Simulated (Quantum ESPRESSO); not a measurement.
**Cobalt with spin–orbit coupling along several axes**

Which axis do the moments of Cobalt prefer, and by how much?

Program: Quantum ESPRESSO 7.5. Level of theory: PBE; plane waves with PseudoDojo 0.4.1 SR PBE standard potentials, then spin–orbit coupling on the fully relativistic files of the same set. Values are calculated unless marked as measured.

**1. The structure**

Symmetry: P6_3/mmc, No. 194, hexagonal system. Conventional cell: a = 2.507 Å, b = 2.507 Å, c = 4.070 Å, α = 90.00°, β = 90.00°, γ = 120.00°. Nearest to Co lie 12 Co at 2.50 to 2.51 Å.

**2. Collinear run on scalar-relativistic files**

Input file pw.in:

```
&CONTROL
  calculation = 'scf'
  prefix = 'pwscf'
  outdir = './tmp'
  pseudo_dir = './pseudo'
  disk_io = 'low'
/
&SYSTEM
  ibrav = 0
  celldm(1) = 8
  nat = 2
  ntyp = 1
  ecutwfc = 82
  nbnd = 26
  occupations = 'smearing'
  smearing = 'fd'
  degauss = 0.00367493
  nspin = 2
  starting_magnetization(1) = 0.1176
/
&ELECTRONS
  conv_thr = 4d-11
  electron_maxstep = 150
  mixing_beta = 0.3
/
ATOMIC_SPECIES
Co     58.9332 Co.upf
CELL_PARAMETERS alat
   0.5922874106108    0.0000000000000    0.0000000000000
  -0.2961437053054    0.5129359439191    0.0000000000000
   0.0000000000000    0.0000000000000    0.9613745443268
ATOMIC_POSITIONS crystal
Co      0.3333333333    0.6666666667    0.2500000000
Co      0.6666666667    0.3333333333    0.7500000000
K_POINTS automatic
12 12 12 0 0 0
```

Launch:

```
OMP_NUM_THREADS=1 mpirun -n 4 pw.x -nk 4 -in pw.in > pw.out
```

Log:

```text
Program PWSCF v.7.5 starts

     Message from routine setup:
     using ibrav=0 with symmetry is DISCOURAGED, use correct ibrav instead

     K-points division:     npool     =       4
     Subspace diagonalization in iterative solution of the eigenvalue problem:

     G-vector sticks info
     --------------------
     sticks:   dense  smooth     PW     G-vecs:    dense   smooth      PW
     Sum         511     511    151                15027    15027    2539

     Using Slab Decomposition

     bravais-lattice index     =            0
     lattice parameter (alat)  =       8.0000  a.u.
     unit-cell volume          =     149.5403 (a.u.)^3
     number of atoms/cell      =            2
     number of atomic types    =            1
     number of electrons       =        34.00
     number of Kohn-Sham states=           26
     kinetic-energy cutoff     =      82.0000  Ry
     charge density cutoff     =     328.0000  Ry
     scf convergence threshold =      4.0E-11
     mixing beta               =       0.3000
     number of iterations used =            8  plain     mixing
     Exchange-correlation= PBE
                           (   1   4   3   4   0   0   0)

     celldm(1)=   8.000000  celldm(2)=   0.000000  celldm(3)=   0.000000
     celldm(4)=   0.000000  celldm(5)=   0.000000  celldm(6)=   0.000000

     crystal axes: (cart. coord. in units of alat)
               a(1) = (   0.592287   0.000000   0.000000 )
               a(2) = (  -0.296144   0.512936   0.000000 )
               a(3) = (   0.000000   0.000000   0.961375 )

     reciprocal axes: (cart. coord. in units 2 pi/alat)
               b(1) = (  1.688370  0.974781 -0.000000 )
               b(2) = (  0.000000  1.949561  0.000000 )
               b(3) = (  0.000000 -0.000000  1.040177 )

     PseudoPot. # 1 for Co read from file:
     Co.upf
     Pseudo is Norm-conserving + core correction, Zval = 17.0
     Generated using ONCVPSP code by D. R. Hamann
     Using radial grid of 1388 points,  6 beta functions with:
                l(1) =   0
                l(2) =   0
                l(3) =   1
                l(4) =   1
                l(5) =   2
                l(6) =   2

     atomic species   valence    mass     pseudopotential
     Co               17.00    58.93320     Co( 1.00)

     Starting magnetic structure
     atomic species   magnetization
     Co              0.118

     24 Sym. Ops., with inversion, found (12 have fractional translation)

   Cartesian axes

     site n.     atom                  positions (alat units)
         1        Co     tau(   1) = (  -0.0000000   0.3419573   0.2403436  )
         2        Co     tau(   2) = (   0.2961437   0.1709786   0.7210309  )

     number of k points=   133  Fermi-Dirac smearing, width (Ry)=  0.0037

     Number of k-points >= 100: set verbosity='high' to print them.

     Dense  grid:    15027 G-vectors     FFT dimensions: (  27,  27,  48)

     Generating pointlists ...
     new r_m :   0.2433 (alat units)  1.9467 (a.u.) for type    1

     Initial potential from superposition of free atoms

     starting charge      33.9994, renormalised to      34.0000
     Starting wfcs are   20 randomized atomic wfcs +    6 random wfcs

     Self-consistent Calculation

     iteration #  1     ecut=    82.00 Ry     beta= 0.30
     Davidson diagonalization with overlap
     ethr =  1.00E-02,  avg # of iterations =  3.7

     Threshold (ethr) on eigenvalues was too large:
     Diagonalizing with lowered threshold

     Davidson diagonalization with overlap
     ethr =  9.15E-05,  avg # of iterations =  2.4

     total energy              =    -612.13243595 Ry
     estimated scf accuracy    <       0.03203611 Ry

     total magnetization       =     3.35 Bohr mag/cell
     absolute magnetization    =     3.43 Bohr mag/cell

     iteration #  2     ecut=    82.00 Ry     beta= 0.30
     Davidson diagonalization with overlap
     ethr =  9.42E-05,  avg # of iterations =  1.0

     total energy              =    -612.13915925 Ry
     estimated scf accuracy    <       0.01203454 Ry

     total magnetization       =     3.33 Bohr mag/cell
     absolute magnetization    =     3.46 Bohr mag/cell

     iteration #  3     ecut=    82.00 Ry     beta= 0.30
     Davidson diagonalization with overlap
     ethr =  3.54E-05,  avg # of iterations =  1.1

     total energy              =    -612.14270970 Ry
     estimated scf accuracy    <       0.00411860 Ry

     total magnetization       =     3.33 Bohr mag/cell
     absolute magnetization    =     3.52 Bohr mag/cell

     [... further iterations left out ...]

     iteration #  9     ecut=    82.00 Ry     beta= 0.30
     Davidson diagonalization with overlap
     ethr =  1.78E-10,  avg # of iterations =  2.0

     total energy              =    -612.14384177 Ry
     estimated scf accuracy    <       0.00000004 Ry

     total magnetization       =     3.35 Bohr mag/cell
     absolute magnetization    =     3.71 Bohr mag/cell

     iteration # 10     ecut=    82.00 Ry     beta= 0.30
     Davidson diagonalization with overlap
     ethr =  1.03E-10,  avg # of iterations =  1.5

     total energy              =    -612.14384178 Ry
     estimated scf accuracy    <          4.2E-10 Ry

     total magnetization       =     3.35 Bohr mag/cell
     absolute magnetization    =     3.71 Bohr mag/cell

     iteration # 11     ecut=    82.00 Ry     beta= 0.30
     Davidson diagonalization with overlap
     ethr =  1.24E-12,  avg # of iterations =  2.0

     total energy              =    -612.14384178 Ry
     estimated scf accuracy    <          1.7E-10 Ry

     total magnetization       =     3.35 Bohr mag/cell
     absolute magnetization    =     3.71 Bohr mag/cell

     iteration # 12     ecut=    82.00 Ry     beta= 0.30
     Davidson diagonalization with overlap
     ethr =  5.09E-13,  avg # of iterations =  1.5

     Magnetic moment per site  (integrated on atomic sphere of radius R)
     atom   1 (R=0.243)  charge= 15.6114  magn=  1.7592
     atom   2 (R=0.243)  charge= 15.6114  magn=  1.7592

     End of self-consistent calculation

     Number of k-points >= 100: set verbosity='high' to print the bands.

     the Fermi energy is    18.7232 ev

!    total energy              =    -612.14384178 Ry
     estimated scf accuracy    <          2.3E-12 Ry
     smearing contrib. (-TS)   =      -0.00108786 Ry
     internal energy E=F+TS    =    -612.14275392 Ry

     The total energy is F=E-TS. E is the sum of the following terms:
     one-electron contribution =    -255.74150970 Ry
     hartree contribution      =     151.97556576 Ry
     xc contribution           =    -112.12544992 Ry
     ewald contribution        =    -396.25136006 Ry

     total magnetization       =     3.35 Bohr mag/cell
     absolute magnetization    =     3.71 Bohr mag/cell

     convergence has been achieved in  12 iterations

=------------------------------------------------------------------------------=
   JOB DONE.
=------------------------------------------------------------------------------=
```

It took 62 s on 4 MPI ranks of Arm Neoverse V1, shared host; peak memory 0.42 GiB; 4.1 min of CPU time.

Spin moment in the atom's sphere by atom:

```
atom  spin moment in the atom's sphere (μB)
 Co1                                   1.76
 Co2                                   1.76
```

Read from the output:

```
smearing term TS       : 0.01480 eV
magnetization          : 3.354 μB
absolute magnetization : 3.714 μB
final state            : ferromagnetic
```

**3. One pass along [001] on 16×16×16**

Each pass runs in a folder of its own that holds a copy of a collinear save from that input. The collinear spin density is turned to the axis, and its potential is diagonalised once with spin–orbit coupling on fully relativistic PseudoDojo files; the sums over occupied states, with the smearing term, are then compared.

Input file pass.in:

```
&CONTROL
  calculation = 'nscf'
  prefix = 'pwscf'
  outdir = './tmp'
  pseudo_dir = './pseudo_fr'
  disk_io = 'nowf'
/
&SYSTEM
  ibrav = 0
  celldm(1) = 8
  nat = 2
  ntyp = 1
  ecutwfc = 82
  nbnd = 48
  occupations = 'smearing'
  smearing = 'fd'
  degauss = 0.00367493
  noncolin = .true.
  lspinorb = .true.
  lforcet = .true.
  starting_magnetization(1) = 0.1176
  angle1(1) = 0
  angle2(1) = 0
/
&ELECTRONS
  conv_thr = 4d-11
  electron_maxstep = 150
  mixing_beta = 0.3
  startingpot = 'file'
  startingwfc = 'random'
  diago_thr_init = 1d-09
  diago_full_acc = .true.
/
ATOMIC_SPECIES
Co     58.9332 Co.upf
CELL_PARAMETERS alat
   0.5922874106108    0.0000000000000    0.0000000000000
  -0.2961437053054    0.5129359439191    0.0000000000000
   0.0000000000000    0.0000000000000    0.9613745443268
ATOMIC_POSITIONS crystal
Co      0.3333333333    0.6666666667    0.2500000000
Co      0.6666666667    0.3333333333    0.7500000000
K_POINTS automatic
16 16 16 0 0 0
```

Launch:

```
OMP_NUM_THREADS=1 mpirun -n 4 pw.x -nk 4 -in pass.in > pass.out
```

Log:

```text
[banner, memory and clock lines left out]
Program PWSCF v.7.5 starts

     Fixed quantization axis for GGA:     0.000000    0.000000    1.000000
     Message from routine setup:
     using ibrav=0 with symmetry is DISCOURAGED, use correct ibrav instead

     bravais-lattice index     =            0
     lattice parameter (alat)  =       8.0000  a.u.
     unit-cell volume          =     149.5403 (a.u.)^3
     number of atoms/cell      =            2
     number of atomic types    =            1
     number of electrons       =        34.00
     number of Kohn-Sham states=           48
     kinetic-energy cutoff     =      82.0000  Ry
     charge density cutoff     =     328.0000  Ry
     Exchange-correlation= PBE
                           (   1   4   3   4   0   0   0)
     Noncollinear calculation with spin-orbit

     [... lines left out ...]
     PseudoPot. # 1 for Co read from file:
     Co.upf
     Pseudo is Norm-conserving + core correction, Zval = 17.0

     atomic species   valence    mass     pseudopotential
     Co               17.00    58.93320     Co( 1.00)

     24 Sym. Ops., with inversion, found (12 have fractional translation)

   Cartesian axes

     site n.     atom                  positions (alat units)
         1        Co     tau(   1) = (  -0.0000000   0.3419573   0.2403436  )
         2        Co     tau(   2) = (   0.2961437   0.1709786   0.7210309  )

     number of k points=   270  Fermi-Dirac smearing, width (Ry)=  0.0037

     Number of k-points >= 100: set verbosity='high' to print them.

     Dense  grid:    15027 G-vectors     FFT dimensions: (  27,  27,  48)

     Generating pointlists ...
     new r_m :   0.2433 (alat units)  1.9467 (a.u.) for type    1
     Message from routine read_rhog:
     some spin components not found

 -----------
Spin angles Theta, Phi (degree) =   0.0000  0.0000
 -----------

     The potential is recalculated from file :
     [... lines left out ...]
     Starting wfcs are random

     Band Structure Calculation
     Davidson diagonalization with overlap

     ethr =  1.00E-09,  avg # of iterations = 27.7

     End of band structure calculation

     Number of k-points >= 100: set verbosity='high' to print the bands.

     the Fermi energy is    18.7680 ev
     (compare with:    18.7232 eV, computed in scf)
```

Run time: 2.7 min. Hardware: 4 MPI ranks; peak memory 0.27 GiB; 11 min of CPU time.

**4. One pass along [100] on 16×16×16**

pass.in: that of step 3 with these lines changed.

```diff
@@ -21,3 +21,3 @@
   starting_magnetization(1) = 0.1176
-  angle1(1) = 0
+  angle1(1) = 90
   angle2(1) = 0
```

Log:

```text
     [... lines left out ...]
Program PWSCF v.7.5 starts
     [... lines left out ...]
     number of atoms/cell      =            2
     [... lines left out ...]
     number of electrons       =        34.00
     number of Kohn-Sham states=           48
     kinetic-energy cutoff     =      82.0000  Ry
     charge density cutoff     =     328.0000  Ry
     [... lines left out ...]
     Noncollinear calculation with spin-orbit
     [... lines left out ...]
      8 Sym. Ops., with inversion, found ( 4 have fractional translation)
     [... lines left out ...]
     number of k points=   657  Fermi-Dirac smearing, width (Ry)=  0.0037
     [... lines left out ...]
Spin angles Theta, Phi (degree) =  90.0000  0.0000
     [... lines left out ...]
     the Fermi energy is    18.7679 ev
     (compare with:    18.7232 eV, computed in scf)
```

The job ended after 6.5 min (4 MPI ranks; peak memory 0.27 GiB).

**5. One pass along [210] on 16×16×16**

pass.in: that of step 4 with these lines changed.

```diff
@@ -22,3 +22,3 @@
   angle1(1) = 90
-  angle2(1) = 0
+  angle2(1) = 30
 /
```

Log:

```text
     [... lines left out ...]
Program PWSCF v.7.5 starts
     [... lines left out ...]
     number of atoms/cell      =            2
     [... lines left out ...]
     number of electrons       =        34.00
     number of Kohn-Sham states=           48
     kinetic-energy cutoff     =      82.0000  Ry
     charge density cutoff     =     328.0000  Ry
     [... lines left out ...]
     Noncollinear calculation with spin-orbit
     [... lines left out ...]
      8 Sym. Ops., with inversion, found ( 4 have fractional translation)
     [... lines left out ...]
     number of k points=   657  Fermi-Dirac smearing, width (Ry)=  0.0037
     [... lines left out ...]
Spin angles Theta, Phi (degree) =  90.0000 30.0000
     [... lines left out ...]
     the Fermi energy is    18.7679 ev
     (compare with:    18.7232 eV, computed in scf)
```

Wall time 6.5 min (4 MPI ranks); peak memory 0.27 GiB.

**6. The smearing term**

The sum of energies times occupations is what pw.x prints as eband (for fewer than 100 k points). With Fermi–Dirac smearing the quantity to compare holds −TS as well, computed here from the energies and weights in the run's XML file (meV a cell, from the first axis, mesh 16×16×16):

| axis | plain sum | −TS | free energy |
| --- | --- | --- | --- |
| [001] | 0.0000 | 0.0000 | 0.0000 |
| [100] | -0.0165 | 0.0155 | -0.0010 |
| [210] | -0.0165 | 0.0155 | -0.0010 |

**7. Side by side**

A pass yields neither state nor moment: for the force theorem these columns are the collinear run's. Anisotropy, by row:

```csv
way,mesh,axis,state,energy less the first axis' (meV a primitive cell),largest spin moment (μB),CPU time (s)
force theorem,16x16x16,[001],ferromagnetic,0,1.759,643.5
force theorem,16x16x16,[100],ferromagnetic,-9.77e-4,1.759,1559
force theorem,16x16x16,[210],ferromagnetic,-9.80e-4,1.759,1548
```

**8. Outcome**

```json
{"state": "ferromagnetic", "largest spin moment": "1.76 μB", "easy axis of those tried, on this mesh": "not resolved", "energy along [100] less [001] (force theorem)": "-9.8e-4 meV a primitive cell, -0.0071 MJ/m³"}
```

On 16×16×16, leaving out the smearing term would shift a difference by 0.016 meV, against 9.8e-4 meV for the largest. Differences this small usually change with the mesh, so the easy axis is taken as not resolved. One mesh cannot show that the size is converged, and with itinerant moments even the sign can change with the mesh. Shape anisotropy is not included. The moments were started parallel in the primitive cell; if the crystal orders otherwise, its anisotropy is another. The cutoff lies under the 96 Ry that these files are usually run at.

[Long decimals in the printed logs are rounded to 6 places.]

[Logs and program files are shortened in this print: banners, set-up blocks, solver, clock and traceback lines can be left out without a mark of their own.]

[Logs are printed without paths, hosts, clocks, repeated set-up lines and the standing remarks that a program may print on its own settings, such as how far it seeks lower states.]

[Hosts, paths, dates, database ids (printed as entryN), source tags and the programs' standing remarks are cut or masked in the printed files.]

[Where the starting crystal was built by hand or by swapping elements, it need not be the compound's stable phase.]

[Where a cell is said to come from a database of computed structures, the database is the Materials Project.]

[Lattice constants that a cell's source calls measured were typed from memory.]
